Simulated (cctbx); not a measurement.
**A disordered crystal of nominal Ba3CoS5**

Cell a = 8.3490 Å, b = 8.3490 Å, c = 13.3970 Å, α = 90.00°, β = 90.00°, γ = 90.00°; space group I4/mcm (no. 140); nominal formula Ba3CoS5.

The data are simulated with cctbx, not measured: Mo Kα, λ = 0.71073 Å, to d = 0.6 Å, 50 % of the full sphere, strongest reflection 70000 counts, noise from counting, a 2 % proportional error and a noise floor of 8 counts (s.d.); no absorption.

With every site full:

```text
Rint 0.019, 628 unique reflections to 0.60 A
cycle     R1     wR2    GooF  max shift (A)
   1  0.0806  0.1950  12.727   0.00073
   2  0.0254  0.0645   4.212   0.00000
final R1 0.0254 wR2 0.0645 GooF 4.212  parameters 16  data/parameter 39.2
atom        x        y        z      Ueq    occ   su(xyz)  su(Uiso or U11)
Ba1    0.67793  0.82207  0.00000   0.0174  1.000  0.00003  0.0001
Ba2    0.00000  0.00000  0.25000   0.0140  1.000  0.00000  0.0001
Co2    0.00000  0.50000  0.25000   0.0131  1.000  0.00000  0.0003
S1     0.13915  0.36085  0.15323   0.0235  1.000  0.00012  0.0003
S2     0.00000  0.00000  0.00000   0.0269  1.000  0.00000  0.0007
difference map: max 5.88 min -1.46 rms 0.30
Q1    0.0000  0.5000  0.2500    4    5.98  0.00 A from Co2
Q2    0.0000  0.0000  0.2500    4    2.08  0.00 A from Ba2
Q3    0.1191  0.3809  0.1472   16    0.66  0.25 A from S1
Q4    0.0000  0.0000  0.5000    4    0.60  0.00 A from S2
Q5    0.1441  0.3559  0.0000    8    0.47  2.05 A from S1
Q6    0.0770  0.4230  0.2002   16    0.47  0.97 A from S1
```

With the occupancies of the suspect sites free, each still typed as its main element:

```text
Rint 0.019, 628 unique reflections to 0.60 A
cycle     R1     wR2    GooF  max shift (A)
   1  0.1038  0.2188  14.307   0.00039
  20  0.0073  0.0165   1.078   0.00001
final R1 0.0072 wR2 0.0163 GooF 1.064  parameters 18  data/parameter 34.9
atom        x        y        z      Ueq    occ   su(xyz)  su(Uiso or U11)
Ba1    0.67790  0.82210  0.00000   0.0168  0.957  0.00001  0.0000
Ba2    0.00000  0.00000  0.25000   0.0148  1.000  0.00000  0.0000
Co2    0.00000  0.50000  0.25000   0.0180  1.139  0.00000  0.0001
S1     0.13908  0.36092  0.15316   0.0243  1.000  0.00003  0.0001
S2     0.00000  0.00000  0.00000   0.0279  1.000  0.00000  0.0002
su of occupancy Ba1: 0.001
su of occupancy Co2: 0.002
difference map: max 0.64 min -0.36 rms 0.08
Q1    0.0000  0.5000  0.2500    4    0.65  0.00 A from Co2
Q2    0.0000  0.5000  0.0381    8    0.50  2.16 A from Ba1
Q3    0.1427  0.3573  0.0000    8    0.45  2.05 A from S1
Q4    0.0000  0.0000  0.0000    4    0.38  0.00 A from S2
Q5    0.0806  0.4194  0.2079   16    0.29  1.01 A from S1
Q6    0.0000  0.2141  0.2500   16    0.28  1.79 A from Ba2
```

**Question.** What is the disorder?

X-rays count electrons. Ba1 refines to 0.957(0.001), or 53.6 electrons; the site truly holds 0.925 Ba and 0.075 Co, 53.8 electrons, which is 0.961 of Ba; Co2 refines to 1.139(0.002), or 30.8 electrons; the site truly holds 0.85 Co and 0.15 Ba, 31.4 electrons, which is 1.161 of Co. A value under 1 can't tell vacancies from a lighter guest, and one over 1 needs a heavier guest; chemistry or a second radiation must settle which. Occupancy correlates with U and the scale, and the two elements' form factors differ in shape, so the match is approximate.

Freeing them takes R1 from 0.0254 to 0.0072 and GooF from 4.21 to 1.06.

This is a model crystal, built by substitution and not relaxed, with assumed displacement parameters.

[Middle refinement cycles are left out of these outputs.]

[Logs are printed without paths, hosts, clocks, repeated set-up lines and the standing remarks that a program may print on its own settings, such as how far it seeks lower states.]
